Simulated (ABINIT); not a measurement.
# SrTiO3 (Tausonite): G0W0 with ABINIT, start to end, part 2 of 3

Aim: the G0W0 gap of SrTiO3 (Tausonite) on LDA, step by step.

ABINIT 10.8.3; LDA and many-body steps on it, plane waves. Known limits of the many-body steps: not at the basis limit; no spin-orbit coupling; coarse k mesh.

So far. Step 2 (Ground state): The gap is indirect, with the least direct gap 0.36 eV higher.

**3. Bands along the symmetry lines**

Level of this step: DFT, LDA, plane waves, norm-conserving pseudopotentials (ABINIT).

The cheap functional maps the bands first; the places of the edges decide which points the dearer methods must see.

Input file run.abi:

```
acell 3*1.0 Angstrom
rprim 
  3.905280000000 0.000000000000 0.000000000000
  0.000000000000 3.905280000000 0.000000000000
  0.000000000000 0.000000000000 3.905280000000
ntypat 3
znucl 38 22 8
natom 5
typat 1 2 3 3 3
xred 
  0.500000000000 0.500000000000 0.500000000000
  0.000000000000 0.000000000000 0.000000000000
  0.500000000000 0.000000000000 0.000000000000
  0.000000000000 0.500000000000 0.000000000000
  0.000000000000 0.000000000000 0.500000000000
pp_dirpath "pseudos"
pseudos "Sr.upf, Ti.upf, O.upf"
ecut 38
iscf -2
irdden 1
kptopt 0
nkpt 50
kpt 
  0.00000000 0.00000000 0.00000000
  0.00000000 0.06250000 0.00000000
  0.00000000 0.12500000 0.00000000
  0.00000000 0.18750000 0.00000000
  0.00000000 0.25000000 0.00000000
  0.00000000 0.31250000 0.00000000
  0.00000000 0.37500000 0.00000000
  0.00000000 0.43750000 0.00000000
  0.00000000 0.50000000 0.00000000
  0.06250000 0.50000000 0.00000000
  0.12500000 0.50000000 0.00000000
  0.18750000 0.50000000 0.00000000
  0.25000000 0.50000000 0.00000000
  0.31250000 0.50000000 0.00000000
  0.37500000 0.50000000 0.00000000
  0.43750000 0.50000000 0.00000000
  0.50000000 0.50000000 0.00000000
  0.43750000 0.43750000 0.00000000
  0.37500000 0.37500000 0.00000000
  0.31250000 0.31250000 0.00000000
  0.25000000 0.25000000 0.00000000
  0.18750000 0.18750000 0.00000000
  0.12500000 0.12500000 0.00000000
  0.06250000 0.06250000 0.00000000
  0.00000000 0.00000000 0.00000000
  0.06250000 0.06250000 0.06250000
  0.12500000 0.12500000 0.12500000
  0.18750000 0.18750000 0.18750000
  0.25000000 0.25000000 0.25000000
  0.31250000 0.31250000 0.31250000
  0.37500000 0.37500000 0.37500000
  0.43750000 0.43750000 0.43750000
  0.50000000 0.50000000 0.50000000
  0.43750000 0.50000000 0.43750000
  0.37500000 0.50000000 0.37500000
  0.31250000 0.50000000 0.31250000
  0.25000000 0.50000000 0.25000000
  0.18750000 0.50000000 0.18750000
  0.12500000 0.50000000 0.12500000
  0.06250000 0.50000000 0.06250000
  0.00000000 0.50000000 0.00000000
  0.50000000 0.50000000 0.50000000
  0.50000000 0.50000000 0.43750000
  0.50000000 0.50000000 0.37500000
  0.50000000 0.50000000 0.31250000
  0.50000000 0.50000000 0.25000000
  0.50000000 0.50000000 0.18750000
  0.50000000 0.50000000 0.12500000
  0.50000000 0.50000000 0.06250000
  0.50000000 0.50000000 0.00000000
istwfk *1
nband 31
nbdbuf 6
tolwfr 1e-07
nstep 50
prtwf 0
prtvol 0
indata_prefix "in"
outdata_prefix "out"
tmpdata_prefix "tmp"
```

Launch:

```sh
OMP_NUM_THREADS=1 mpirun -n 4 abinit run.abi > log
```

Numbers of over 12 decimals in the logs are rounded to 6 here.

Log:

```text
.Version 10.8.3 of ABINIT. v10.8.2 released Aug 2026.

 Symmetries : space group Pm -3 m (#221); Bravais cP (primitive cubic)
[... echo of the input left out ...]
== DATASET  1 ==================================================================
-   mpi_nproc: 4, omp_nthreads: 1 (-1 if OMP is not activated)

--- !DatasetInfo
iteration_state: {dtset: 1, }
dimensions: {natom: 5, nkpt: 50, mband: 31, nsppol: 1, nspinor: 1, nspden: 1, mpw: 4632, }
cutoff_energies: {ecut:  38.0, pawecutdg:  -1.0, }
electrons: {nelect:   4.00000000E+01, charge:   0.00000000E+00, occopt:   1.00000000E+00, tsmear:   1.00000000E-02, }

 Real(R)+Recip(G) space primitive vectors, cartesian coordinates (Bohr,Bohr^-1):
 R(1)=  7.3799096  0.0000000  0.0000000  G(1)=  0.1355030  0.0000000  0.0000000
 R(2)=  0.0000000  7.3799096  0.0000000  G(2)=  0.0000000  0.1355030  0.0000000
 R(3)=  0.0000000  0.0000000  7.3799096  G(3)=  0.0000000  0.0000000  0.1355030
 Unit cell volume ucvol=  4.0193251E+02 bohr^3
 Angles (23,13,12)=  9.00000000E+01  9.00000000E+01  9.00000000E+01 degrees

 getcut: wavevector=  0.0000  0.0000  0.0000  ngfft=  45  45  45
         ecut(hartree)=     38.000   => boxcut(ratio)=   2.14855

--- Pseudopotential description ------------------------------------------------
- Sr Generated using ONCVPSP code by D. R. Hamann
- 38.00000  10.00000  180309                  znucl, zion, pspdat
12 -1012 2 -1 1812                            pspcod,pspxc,lmax,lloc,mmax
     nproj     2     2     2
  pspatm : epsatm=   12.22067766
         --- l  ekb(1:nproj) -->
             0   10.067142    1.054393
             1    7.520551    1.675795
             2    4.085003    0.971115
 pspatm: atomic psp has been read  and splines computed

- Ti Generated using ONCVPSP code by D. R. Hamann
- 22.00000  12.00000  180309                  znucl, zion, pspdat
12 -1012 2 -1 1568                            pspcod,pspxc,lmax,lloc,mmax
     nproj     2     2     2
  pspatm : epsatm=   14.84363209
         --- l  ekb(1:nproj) -->
[...]
pspatm: atomic psp has been read  and splines computed

- O Generated using ONCVPSP code by D. R. Hamann
-  8.00000   6.00000  201201                  znucl, zion, pspdat
12 -1012 2 -1 926                             pspcod,pspxc,lmax,lloc,mmax
     nproj     2     2     1
  pspatm : epsatm=    6.27558587
         --- l  ekb(1:nproj) -->
[...]
2   -1.033686
 pspatm: atomic psp has been read  and splines computed

--------------------------------------------------------------------------------

================================================================================
 prteigrs : about to open file out_EIG
 Non-SCF case, kpt    1 (  0.00000  0.00000  0.00000), residuals and eigenvalues=
  9.65E-08  9.64E-08  1.78E-08  4.71E-08  4.84E-08  8.95E-08  2.77E-08  6.66E-08
[...]
1.8312E-01  2.3768E-01  3.8073E-01  3.8073E-01  3.9746E-01  4.3937E-01
  5.3032E-01  5.4305E-01  5.5205E-01  5.9276E-01  5.9278E-01  6.1806E-01
  6.7243E-01

--- !ResultsGS
iteration_state: {dtset: 1, }
comment   : Summary of ground state results
lattice_vectors:
- [  7.3799096,   0.0000000,   0.0000000, ]
- [  0.0000000,   7.3799096,   0.0000000, ]
- [  0.0000000,   0.0000000,   7.3799096, ]
lattice_lengths: [   7.37991,    7.37991,    7.37991, ]
lattice_angles: [ 90.000,  90.000,  90.000, ] # degrees, (23, 13, 12)
lattice_volume:   4.0193251E+02
convergence: {deltae:  0.000E+00, res2:  0.000E+00, residm:  9.970E-08, diffor:  0.000E+00, }
etotal    :  -1.43508754E+02
entropy   :   0.00000000E+00
fermie    :   2.40932549E-01
cartesian_stress_tensor: null
pressure_GPa: null
xred      :
- [  5.0000E-01,   5.0000E-01,   5.0000E-01, Sr]
- [  0.0000E+00,   0.0000E+00,   0.0000E+00, Ti]
- [  5.0000E-01,   0.0000E+00,   0.0000E+00,  O]
- [  0.0000E+00,   5.0000E-01,   0.0000E+00,  O]
- [  0.0000E+00,   0.0000E+00,   5.0000E-01,  O]
cartesian_forces: null
force_length_stats: {min: null, max: null, mean: null, }

 Integrated electronic density in atomic spheres:
 ------------------------------------------------
 Atom  Sphere_radius  Integrated_density
[...]
================================================================================

 ----iterations are completed or convergence reached----

 Mean square residual over all n,k,spin=   49.470E-09; max=  99.704E-09
 reduced coordinates (array xred) for    5 atoms
[...]
0.000000000000      0.500000000000      0.000000000000
       0.000000000000      0.000000000000      0.500000000000

 cartesian coordinates (angstrom) at end:
    1      1.952640     1.952640     1.952640
    2      0.000000     0.000000     0.000000
    3      1.952640     0.000000     0.000000
    4      0.000000     1.952640     0.000000
    5      0.000000     0.000000     1.952640
 length scales=  1.889726125908  1.889726125908  1.889726125908 bohr
              =  1.000000000000  1.000000000000  1.000000000000 angstroms
 prteigrs : about to open file out_EIG
 Eigenvalues (hartree) for nkpt=  50  k points:
 kpt#   1, nband= 31, wtk=  1.00000, kpt=  0.0000  0.0000  0.0000 (reduced coord)
[...]
kpt#   2, nband= 31, wtk=  1.00000, kpt=  0.0000  0.0625  0.0000 (reduced coord)
[...]
kpt#   3, nband= 31, wtk=  1.00000, kpt=  0.0000  0.1250  0.0000 (reduced coord)
[...]
kpt#  49, nband= 31, wtk=  1.00000, kpt=  0.5000  0.5000  0.0625 (reduced coord)
[...]
0.52912    0.54436    0.55169    0.58649    0.58649    0.61725    0.66944
 kpt#  50, nband= 31, wtk=  1.00000, kpt=  0.5000  0.5000  0.0000 (reduced coord)
[...]
-0.28928   -0.27524   -0.27524    0.06751    0.07331    0.08639    0.13441    0.13441
   0.17698    0.18312    0.18312    0.23768    0.38073    0.38073    0.39746    0.43937
   0.53032    0.54305    0.55205    0.59276    0.59278    0.61806    0.67243

== END DATASET(S) ==============================================================
================================================================================

 -outvars: echo values of variables after computation  --------
            nband          31
             nkpt          50
          spgroup         221
 [... the other variables as echoed above ...]

 Calculation completed.
```

Elapsed: 40 s, on 4 MPI ranks of Arm Neoverse V1, shared host; peak memory 0.37 GiB.

This step gave:

* gap: 1.808 eV
* k of the valence top: 0.5, 0.5, 0.5
* k of the conduction bottom: 0, 0, 0
* least direct gap: 2.166 eV

The gap is 1.808 eV, as in the run before at this level.

The electronic bands at the labelled points (eV, zero at the top of the highest filled band):

| point | band 17 | band 18 | band 19 | band 20 | band 21 | band 22 | band 23 | band 24 |
| --- | --- | --- | --- | --- | --- | --- | --- | --- |
| Γ | -1.18 | -0.36 | -0.36 | -0.36 | 1.81 | 1.81 | 1.81 | 4.42 |
| halfway | -1.68 | -1.64 | -0.60 | -0.60 | 1.89 | 2.90 | 2.90 | 4.43 |
| X | -2.38 | -2.02 | -0.74 | -0.74 | 1.98 | 3.79 | 3.79 | 4.44 |
| halfway | -1.90 | -1.47 | -1.34 | -0.65 | 2.97 | 3.80 | 3.91 | 5.17 |
| M | -1.74 | -1.57 | -1.57 | -0.09 | 3.80 | 3.80 | 4.26 | 5.40 |
| halfway | -1.73 | -1.37 | -1.08 | -0.74 | 2.86 | 3.01 | 3.27 | 5.05 |
| Γ | -1.18 | -0.36 | -0.36 | -0.36 | 1.81 | 1.81 | 1.81 | 4.42 |
| halfway | -2.82 | -0.93 | -0.93 | -0.63 | 3.34 | 3.40 | 3.40 | 6.57 |
| R | -3.76 | 0.00 | 0.00 | 0.00 | 4.49 | 4.49 | 4.49 | 6.91 |
| halfway | -2.75 | -0.96 | -0.81 | -0.53 | 3.48 | 3.99 | 4.01 | 6.53 |
| X | -2.38 | -2.02 | -0.74 | -0.74 | 1.98 | 3.79 | 3.79 | 4.44 |
| jump to R | -3.76 | 0.00 | 0.00 | 0.00 | 4.49 | 4.49 | 4.49 | 6.91 |
| halfway | -3.17 | -0.68 | -0.68 | -0.04 | 4.09 | 4.09 | 4.37 | 6.82 |
| M | -1.74 | -1.57 | -1.57 | -0.09 | 3.80 | 3.80 | 4.26 | 5.40 |

**4. Empty states on the mesh, 4×4×4 mesh, 155 bands**

The sums over transitions need many empty states on a uniform mesh; this step solves for them.

Input file run.abi:

```
acell 3*1.0 Angstrom
rprim 
  3.905280000000 0.000000000000 0.000000000000
  0.000000000000 3.905280000000 0.000000000000
  0.000000000000 0.000000000000 3.905280000000
ntypat 3
znucl 38 22 8
natom 5
typat 1 2 3 3 3
xred 
  0.500000000000 0.500000000000 0.500000000000
  0.000000000000 0.000000000000 0.000000000000
  0.500000000000 0.000000000000 0.000000000000
  0.000000000000 0.500000000000 0.000000000000
  0.000000000000 0.000000000000 0.500000000000
pp_dirpath "pseudos"
pseudos "Sr.upf, Ti.upf, O.upf"
ecut 38
ngkpt 4 4 4
nshiftk 1
shiftk 0 0 0
kptopt 1
chksymbreak 0
irdden 1
istwfk *1
nband 155
prtvol 0
optdriver 6
gwr_task "HDIAGO"
paral_kgb 0
occopt 1
indata_prefix "in"
outdata_prefix "out"
tmpdata_prefix "tmp"
```

Log:

```text
[banner, memory and clock lines left out]
.Version 10.8.3 of ABINIT. v10.8.2 released Aug 2026.

 Symmetries : space group Pm -3 m (#221); Bravais cP (primitive cubic)
[... echo of the input left out ...]
== DATASET  1 ==================================================================
-   mpi_nproc: 4, omp_nthreads: 1 (-1 if OMP is not activated)

--- !DatasetInfo
iteration_state: {dtset: 1, }
dimensions: {natom: 5, nkpt: 10, mband: 155, nsppol: 1, nspinor: 1, nspden: 1, mpw: 4632, }
cutoff_energies: {ecut:  38.0, pawecutdg:  -1.0, }
electrons: {nelect:   4.00000000E+01, charge:   0.00000000E+00, occopt:   1.00000000E+00, tsmear:   1.00000000E-02, }

.Using double precision arithmetic; gwpc =  8

- Reading GS density from: in_DEN

--- Pseudopotential description ------------------------------------------------
- Sr Generated using ONCVPSP code by D. R. Hamann
- 38.00000  10.00000  180309                  znucl, zion, pspdat
12 -1012 2 -1 1812                            pspcod,pspxc,lmax,lloc,mmax
     nproj     2     2     2
  pspatm : epsatm=   12.22067766
         --- l  ekb(1:nproj) -->
             0   10.067142    1.054393
             1    7.520551    1.675795
             2    4.085003    0.971115
 pspatm: atomic psp has been read  and splines computed

- Ti Generated using ONCVPSP code by D. R. Hamann
- 22.00000  12.00000  180309                  znucl, zion, pspdat
12 -1012 2 -1 1568                            pspcod,pspxc,lmax,lloc,mmax
     nproj     2     2     2
  pspatm : epsatm=   14.84363209
         --- l  ekb(1:nproj) -->
[...]
pspatm: atomic psp has been read  and splines computed

- O Generated using ONCVPSP code by D. R. Hamann
-  8.00000   6.00000  201201                  znucl, zion, pspdat
12 -1012 2 -1 926                             pspcod,pspxc,lmax,lloc,mmax
     nproj     2     2     1
  pspatm : epsatm=    6.27558587
         --- l  ekb(1:nproj) -->
             0    6.026028    0.816167
             1   -4.798959   -1.172522
             2   -1.033686
 pspatm: atomic psp has been read  and splines computed

   1.83564269E+03                                ecore*ucvol(ha*bohr**3)

 Total charge density [el/Bohr^3]
)     Maximum=    1.3461E+00  at reduced coord.    0.0000    0.0000    0.9111
)     Minimum=    5.3189E-03  at reduced coord.    0.4889    0.4889    0.0000
   Integrated=    4.0000E+01

 === KS gaps after direct diagonalization ===
 Indirect band gap semiconductor
 Fundamental gap:     1.808 (eV)
   VBM:     6.556 (eV) at k: [ 5.0000E-01,  5.0000E-01,  5.0000E-01]
   CBM:     8.364 (eV) at k: [ 0.0000E+00,  0.0000E+00,  0.0000E+00]
 Direct gap:         2.166 (eV) at k: [ 0.0000E+00,  0.0000E+00,  0.0000E+00]

== END DATASET(S) ==============================================================

 -outvars: echo values of variables after computation  --------
           etotal      0.0000000000E+00
            nband         155
             nkpt          10
          spgroup         221
 [... the other variables as echoed above ...]

 Calculation completed.
```

The job ended after 3.4 min (4 MPI ranks; peak memory 4.6 GiB; 13 min of CPU time).

Numbers from this step:

| Quantity | Value |
| --- | --- |
| gap | 1.808 eV |
| k of the valence top | 0.5, 0.5, 0.5 |
| k of the conduction bottom | 0, 0, 0 |
| least direct gap | 2.166 eV |
| k points computed | 10 |
| lowest point of the top converged band, above the valence top | 83.4414 eV |

On this mesh the gap is 1.808 eV.

**5. Screening, 4×4×4 mesh, 147 bands, screening to 130.6 eV**

The RPA dielectric matrix is built and inverted for each q.

This step: RPA screening on LDA, plane waves, norm-conserving pseudopotentials.

Edit run.abi of step 4 so:

```diff
@@ -23,10 +23,11 @@
 chksymbreak 0
-irdden 1
 istwfk *1
-nband 155
-prtvol 0
-optdriver 6
-gwr_task "HDIAGO"
-paral_kgb 0
 occopt 1
+irdwfk 1
+optdriver 3
+nband 147
+ecuteps 4.8
+inclvkb 2
+awtr 1
+symchi 1
 indata_prefix "in"
```

Log:

```text
.Version 10.8.3 of ABINIT. v10.8.2 released Aug 2026.

 Symmetries : space group Pm -3 m (#221); Bravais cP (primitive cubic)
[... echo of the input left out ...]
== DATASET  1 ==================================================================
-   mpi_nproc: 4, omp_nthreads: 1 (-1 if OMP is not activated)

--- !DatasetInfo
iteration_state: {dtset: 1, }
dimensions: {natom: 5, nkpt: 10, mband: 147, nsppol: 1, nspinor: 1, nspden: 1, mpw: 4632, }
cutoff_energies: {ecut:  38.0, pawecutdg:  -1.0, }
electrons: {nelect:   4.00000000E+01, charge:   0.00000000E+00, occopt:   1.00000000E+00, tsmear:   1.00000000E-02, }

 SCREENING: Calculation of the susceptibility and dielectric matrices

 Based on a program developped by R.W. Godby, V. Olevano, G. Onida, and L. Reining.
 Incorporated in ABINIT by V. Olevano, G.-M. Rignanese, and M. Torrent.
.Using double precision arithmetic ; gwpc =  8

[... cell and pseudopotentials left out ...]
--------------------------------------------------------------------------------

 ==== K-mesh for the wavefunctions ====
 Number of points in the irreducible wedge :    10
[... list of points left out ...]
 Together with 48 symmetry operations and time-reversal symmetry
 yields    64 points in the full Brillouin Zone.

 ==== Q-mesh for the screening function ====
 Number of points in the irreducible wedge :    10
[... list of points left out ...]
 Together with 48 symmetry operations and time-reversal symmetry
 yields    64 points in the full Brillouin Zone.

 setmesh: FFT mesh size selected  =    27x   27x   27
          total number of points  =        19683

 vcoul_init : cutoff-mode = AUXILIARY_FUNCTION
 q-points for optical limit:   1
     1)      0.000010    0.000020    0.000030

- screening: taking advantage of time-reversal symmetry
- Maximum band index for partially occupied states nbvw = 20
- Remaining bands to be divided among processors   nbcw = 127
- Number of bands treated by each node ~31

 Number of electrons calculated from density =   40.0000; Expected =   40.0000
 average of density, n =  0.099519
 r_s =    1.3387
 omega_plasma =   30.4305 [eV]

 calculating chi0 at frequencies [eV] :
  1    0.000000E+00    0.000000E+00
  2    0.000000E+00    3.043050E+01

--------------------------------------------------------------------------------
  q-point number  1        q = ( 0.000000, 0.000000, 0.000000) [r.l.u.]
--------------------------------------------------------------------------------
[... chi0 elements left out ...]
 For q-point:  0.000010 0.000020 0.000030
  dielectric constant =   6.6773
  dielectric constant without local fields =   7.0442

  Average fulfillment of the sum rule on Im[epsilon] for q-point    1 :     69.36  [%]
[... wings left out ...]
  q-point number  2        q = ( 0.250000, 0.000000, 0.000000) [r.l.u.]
--------------------------------------------------------------------------------
[... chi0 elements left out ...]
  Average fulfillment of the sum rule on Im[epsilon] for q-point    2 :     78.69  [%]

 [... 8 further q-points ...]
```

It took 89 s on 4 MPI ranks; peak memory 1.2 GiB; 5.9 min of CPU time.

This step gave:

```
ε∞ with local fields, on this mesh, along the program's q direction : 6.677
the same without local fields                                       : 7.044
plasma frequency                                                    : 30.43 eV
plane waves in the screening matrix                                 : 203
```

Local fields lower ε∞ by 5 %. On a Γ-centred mesh this coarse the value itself is usually too large, while a short band sum pulls it down.

(Continued in part 3 of 3.)

[Paths, hosts, dates, memory and timing lines, banners, echoed tables and standing remarks are left out of the program output.]

[Logs are printed without paths, hosts, clocks, repeated set-up lines and the standing remarks that a program may print on its own settings, such as how far it seeks lower states.]

[Runs of the session that timed out or met a known fault of the program may be left out.]

[Hosts, paths, dates, database ids (printed as entryN), source tags and the programs' standing remarks are cut or masked in the printed files.]

[G0W0 gaps are taken among the corrected bands and points alone; a level outside them can change the order at an edge.]

[Where Ansatz stands beside ABINIT at settings called matched, ABINIT's density can come from a denser mesh and the files from another edition; pairs whose starting gaps differed by over 0.03 eV were left out, so agreement reads better than it is.]
